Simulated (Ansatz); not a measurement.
## NaMoO3 (cubic perovskite) (Pm-3m): how robust is the cRPA U?

Wanted: the sensitivity and cost of U and J for NaMoO3 (cubic perovskite) (Pm-3m).

Method: constrained RPA on LDA, plane waves, PAW, in Ansatz 0.2.0.

This is a report of a sequence of runs, with most program output left out.

The structure was built from a prototype and need not be the compound's stable phase.

### 1. The structure

The structure is cubic, space group Pm-3m (No. 221). Conventional cell: a = 3.830 Å, b = 3.830 Å, c = 3.830 Å, α = 90.00°, β = 90.00°, γ = 90.00°. Nearest to Na lie 12 O at 2.71 Å. Nearest to Mo lie 6 O at 1.92 Å. Nearest to O lie 2 Mo at 1.92 Å and 4 Na at 2.71 Å. Farther neighbours and most contacts between anions are not listed.

The structure was relaxed with LDA. The structure type comes from a generator and need not be one that this composition takes. The structure was generated from a model, not taken from a measurement. The runs that relaxed it are not among those shown. The program's search for lower electronic states was switched off, so nothing shows that the state found is the lowest. The default PAW set here is soft_2. Its files were made with PBE.

### 2. Base: Mo t2g, bands v1 to c2, 4×4×4 mesh, medium accuracy

Constrained RPA screens the interaction with every transition except those inside the target bands, which a later many-body model would treat itself.

Input file input.yaml:

```yaml
crystal:
  lattice:
    - [0.0, -3.83009225, 0.0]
    - [0.0, 0.0, 3.83009225]
    - [-3.83009225, 0.0, 0.0]
  atoms:
    - { symbol: Na, position: [0.0, 0.0, 0.0] }
    - { symbol: Mo, position: [0.5, 0.5, 0.5] }
    - { symbol: O, position: [0.5, 0.5, 0.0] }
    - { symbol: O, position: [0.5, 0.0, 0.5] }
    - { symbol: O, position: [0.0, 0.5, 0.5] }
kpoints:
  mp_grid: { grid: [6, 6, 6] }
hamiltonian:
  xc: lda
scf:
  occupations: { method: gaussian, width: 0.08 }
  n_extra_bands: 19
  max_iter: 150
  lower_state_search: "off"
output:
  crpa:
    kmesh: [4, 4, 4]
    target_bands: [v1, c2]
    projections: [{ species: Mo, l: d, shell: 4, orbitals: [dxz, dyz, dxy] }]
  local_orbitals:
    kmesh: [8, 8, 8]
    orbitals: [{ species: Mo, l: d, shell: 4, orbitals: [dxz, dyz, dxy] }]
    window: { bands: [v1, c2] }
    seedname: lo
```

The run is started by

```console
$ ansatz run input.yaml --threads 4 --pin off --max-ram 9216MiB --backend cpu --events-out ev --progress --plain --runs-dir out
```

It took 21 s on 4 threads of Arm Neoverse V2, shared host; peak memory 0.49 GiB; 76 s of CPU time.

Numbers from this step:

- U: 2.819 eV
- U prime (inter-orbital): 2.204 eV
- J: 0.2825 eV
- bare V: 11.75 eV
- bare J: 0.3945 eV
- stated bound on U: 0.002829 eV
- U over bare V: 0.2399
- electrons in the window: 1.0000
- head of the constrained inverse dielectric matrix: 0.1879
- least eigenvalue of the projection's overlap: 0.5423
- target functions: 3
- bands in the sums: 46
- r.m.s. miss of the model bands: 0.003047 eV
- width of the target bands: 4.196 eV
- weight of the projected orbitals in the window: 0.6716

On the Mo t2g shell, screening brings the on-site interaction from 11.7 eV down to U = 2.82 eV.

### 3. Changed: 6×6×6 mesh

input.yaml, the sections that differ from step 2:

```yaml
output:
  crpa:
    kmesh: [6, 6, 6]
    target_bands: [v1, c2]
    projections: [{ species: Mo, l: d, shell: 4, orbitals: [dxz, dyz, dxy] }]
# crystal, kpoints, hamiltonian, scf: as in step 2
```

Run time: 2.1 min. Hardware: 4 threads; peak memory 0.65 GiB; 8 min of CPU time.

Numbers from this step:

* U: 2.807 eV
* U prime (inter-orbital): 2.196 eV
* J: 0.2802 eV
* bare V: 11.66 eV
* bare J: 0.3916 eV
* stated bound on U: 0.002808 eV
* U over bare V: 0.2406
* electrons in the window: 1.0000
* head of the constrained inverse dielectric matrix: 0.1982
* least eigenvalue of the projection's overlap: 0.5423
* target functions: 3
* bands in the sums: 46
* width of the target bands: 4.196 eV
* weight of the projected orbitals in the window: 0.6716

On the Mo t2g shell, screening brings the on-site interaction from 11.7 eV down to U = 2.81 eV.

### 4. Changed: 2×2×2 mesh

input.yaml: that of step 3 with these lines changed.

```diff
@@ -22,3 +22,3 @@
   crpa:
-    kmesh: [6, 6, 6]
+    kmesh: [2, 2, 2]
     target_bands: [v1, c2]
```

Elapsed: 3.7 s, on 4 threads; peak memory 0.42 GiB.

Numbers from this step:

```yaml
u: 3.106 eV
u_prime_inter_orbital: 2.428 eV
j: 0.3112 eV
bare_v: 12.61 eV
bare_j: 0.4297 eV
stated_bound_on_u: 0.003488 eV
u_over_bare_v: 0.2463
electrons_in_the_window: 1.0000
head_of_the_constrained_inverse_dielectric_matrix: 0.1536
least_eigenvalue_of_the_projection_s_overlap: 0.5423
target_functions: 3
bands_in_the_sums: 46
width_of_the_target_bands: 4.196 eV
weight_of_the_projected_orbitals_in_the_window: 0.6716
```

On the Mo t2g shell, screening brings the on-site interaction from 12.6 eV down to U = 3.11 eV.

### 5. Changed: smooth pair densities

input.yaml: that of step 4 with these lines changed.

```diff
@@ -22,4 +22,5 @@
   crpa:
-    kmesh: [2, 2, 2]
+    kmesh: [4, 4, 4]
     target_bands: [v1, c2]
     projections: [{ species: Mo, l: d, shell: 4, orbitals: [dxz, dyz, dxy] }]
+    pair_densities: pseudo
```

It took 20 s on 4 threads; peak memory 0.43 GiB; 74 s of CPU time.

This step gave:

| Property | Result |
| --- | --- |
| U | 2.828 eV |
| U prime (inter-orbital) | 2.204 eV |
| J | 0.2866 eV |
| bare V | 11.75 eV |
| bare J | 0.3945 eV |
| stated bound on U | 0.001836 eV |
| U over bare V | 0.2407 |
| electrons in the window | 1.0000 |
| head of the constrained inverse dielectric matrix | 0.1882 |
| least eigenvalue of the projection's overlap | 0.5423 |
| target functions | 3 |
| bands in the sums | 46 |
| width of the target bands | 4.196 eV |
| weight of the projected orbitals in the window | 0.6716 |

On the Mo t2g shell, screening brings the on-site interaction from 11.7 eV down to U = 2.83 eV.

### 6. Changed: sums over states

input.yaml: that of step 5 with these lines changed.

```diff
@@ -25,2 +25,4 @@
     projections: [{ species: Mo, l: d, shell: 4, orbitals: [dxz, dyz, dxy] }]
-    pair_densities: pseudo
+    accuracy: sum_over_states
+    n_empty_bands: 42
+    ecut_chi: 70
```

Wall time 3.5 s (4 threads); peak memory 0.45 GiB; 12 s of CPU time.

This variant gives U = 2.91 eV against 2.82 eV. It is a finite sum over empty states with no bound on its error and stays out of the table below.

### 7. Changed: more bands than orbitals

input.yaml: that of step 6 with these lines changed.

```diff
@@ -23,6 +23,3 @@
     kmesh: [4, 4, 4]
-    target_bands: [v1, c2]
+    target_bands: [v1, c3]
     projections: [{ species: Mo, l: d, shell: 4, orbitals: [dxz, dyz, dxy] }]
-    accuracy: sum_over_states
-    n_empty_bands: 42
-    ecut_chi: 70
```

Elapsed: 0.09 s, on 4 threads; peak memory 0.084 GiB.

The input was rejected at the start.

The program's message: “Error: invalid value for `output.crpa.projections`: 3 orbital(s) selected but the target window spans 4 band(s); name one orbital per band of it”

The fault put into this input: more bands than orbitals.

### 8. Changed: volume +3 %

The cell differs from the one that the last finished run ended in (a 3.830 → 3.868 Å, b 3.830 → 3.868 Å, c 3.830 → 3.868 Å).

input.yaml, the sections that differ from step 7:

```yaml
crystal:
  lattice:
    - [0.0, -3.8680164218, 0.0]
    - [0.0, 0.0, 3.8680164218]
    - [-3.8680164218, 0.0, 0.0]
  atoms:
    - { symbol: Na, position: [0.0, 0.0, 0.0] }
    - { symbol: Mo, position: [0.5, 0.5, 0.5] }
    - { symbol: O, position: [0.5, 0.5, 0.0] }
    - { symbol: O, position: [0.5, 0.0, 0.5] }
    - { symbol: O, position: [0.0, 0.5, 0.5] }
output:
  crpa:
    kmesh: [4, 4, 4]
    target_bands: [v1, c2]
    projections: [{ species: Mo, l: d, shell: 4, orbitals: [dxz, dyz, dxy] }]
  local_orbitals:
    kmesh: [8, 8, 8]
    orbitals: [{ species: Mo, l: d, shell: 4, orbitals: [dxz, dyz, dxy] }]
    window: { bands: [v1, c2] }
    seedname: lo
# kpoints, hamiltonian, scf: as in step 7
```

Elapsed: 23 s, on 4 threads; peak memory 0.48 GiB.

This step gave:

```
U                                                 : 2.759 eV
U prime (inter-orbital)                           : 2.145 eV
J                                                 : 0.2810 eV
bare V                                            : 11.72 eV
bare J                                            : 0.3935 eV
stated bound on U                                 : 0.002812 eV
U over bare V                                     : 0.2353
electrons in the window                           : 1.0000
head of the constrained inverse dielectric matrix : 0.1840
least eigenvalue of the projection's overlap      : 0.5443
target functions                                  : 3
bands in the sums                                 : 46
r.m.s. miss of the model bands                    : 0.003001 eV
width of the target bands                         : 4.017 eV
weight of the projected orbitals in the window    : 0.6722
```

On the Mo t2g shell, screening brings the on-site interaction from 11.7 eV down to U = 2.76 eV.

### 9. Changed: volume -6 %

The cell differs from the one that the last finished run ended in (a 3.868 → 3.752 Å, b 3.868 → 3.752 Å, c 3.868 → 3.752 Å).

input.yaml: that of step 8 with these lines changed.

```diff
@@ -2,5 +2,5 @@
   lattice:
-    - [0.0, -3.8680164218, 0.0]
-    - [0.0, 0.0, 3.8680164218]
-    - [-3.8680164218, 0.0, 0.0]
+    - [0.0, -3.7519051632, 0.0]
+    - [0.0, 0.0, 3.7519051632]
+    - [-3.7519051632, 0.0, 0.0]
   atoms:
```

Elapsed: 22 s, on 4 threads; peak memory 0.48 GiB.

Numbers from this step:

| Item | Value |
| --- | --- |
| U | 2.939 eV |
| U prime (inter-orbital) | 2.321 eV |
| J | 0.2851 eV |
| bare V | 11.79 eV |
| bare J | 0.3962 eV |
| stated bound on U | 0.002896 eV |
| U over bare V | 0.2492 |
| electrons in the window | 1.000 |
| head of the constrained inverse dielectric matrix | 0.1956 |
| least eigenvalue of the projection's overlap | 0.5375 |
| target functions | 3 |
| bands in the sums | 46 |
| r.m.s. miss of the model bands | 0.003127 eV |
| width of the target bands | 4.596 eV |
| weight of the projected orbitals in the window | 0.6697 |

On the Mo t2g shell, screening brings the on-site interaction from 11.8 eV down to U = 2.94 eV.

### 10. Side by side

Times are wall times on 4 threads of Arm Neoverse V2, shared host, good to a factor of about two.

```csv
run,bare V (eV),U (eV),J (eV),bound on U (eV),width (eV),time
target window,11.75,2.819,0.283,0.0028,4.20,21 s
6×6×6 mesh,11.66,2.807,0.280,0.0028,4.20,2.1 min
2×2×2 mesh,12.61,3.106,0.311,0.0035,4.20,3.7 s
smooth pair densities,11.75,2.828,0.287,0.0018,4.20,20 s
volume +3 %,11.72,2.759,0.281,0.0028,4.02,23 s
volume -6 %,11.79,2.939,0.285,0.0029,4.60,22 s
```

### 11. Results

```
target window         : U 2.82 eV, J 0.28 eV
6×6×6 mesh            : U 2.81 eV, J 0.28 eV
2×2×2 mesh            : U 3.11 eV, J 0.31 eV
smooth pair densities : U 2.83 eV, J 0.29 eV
volume +3 %           : U 2.76 eV, J 0.28 eV
volume -6 %           : U 2.94 eV, J 0.29 eV
```

In words: 6×6×6 mesh moves U by −0.01 eV at 6.1 times the time. 2×2×2 mesh moves U by +0.29 eV at 0.18 times the time. Smooth pair densities moves U by +0.01 eV. Volume +3 % moves U by −0.06 eV. Volume -6 % moves U by +0.12 eV. The printed bound covers the solver alone, not the mesh. The parent state is non-magnetic and the interaction static (zero frequency); U depends on the window and the orbitals, so it belongs to this model alone.

[Paths, hosts, dates, memory and timing lines, banners, echoed tables and standing remarks are left out of the program output.]

[Logs are printed without paths, hosts, clocks, repeated set-up lines and the standing remarks that a program may print on its own settings, such as how far it seeks lower states.]

[Runs of the session that timed out or met a known fault of the program may be left out.]

[Hosts, paths, dates, database ids (printed as entryN), source tags and the programs' standing remarks are cut or masked in the printed files.]
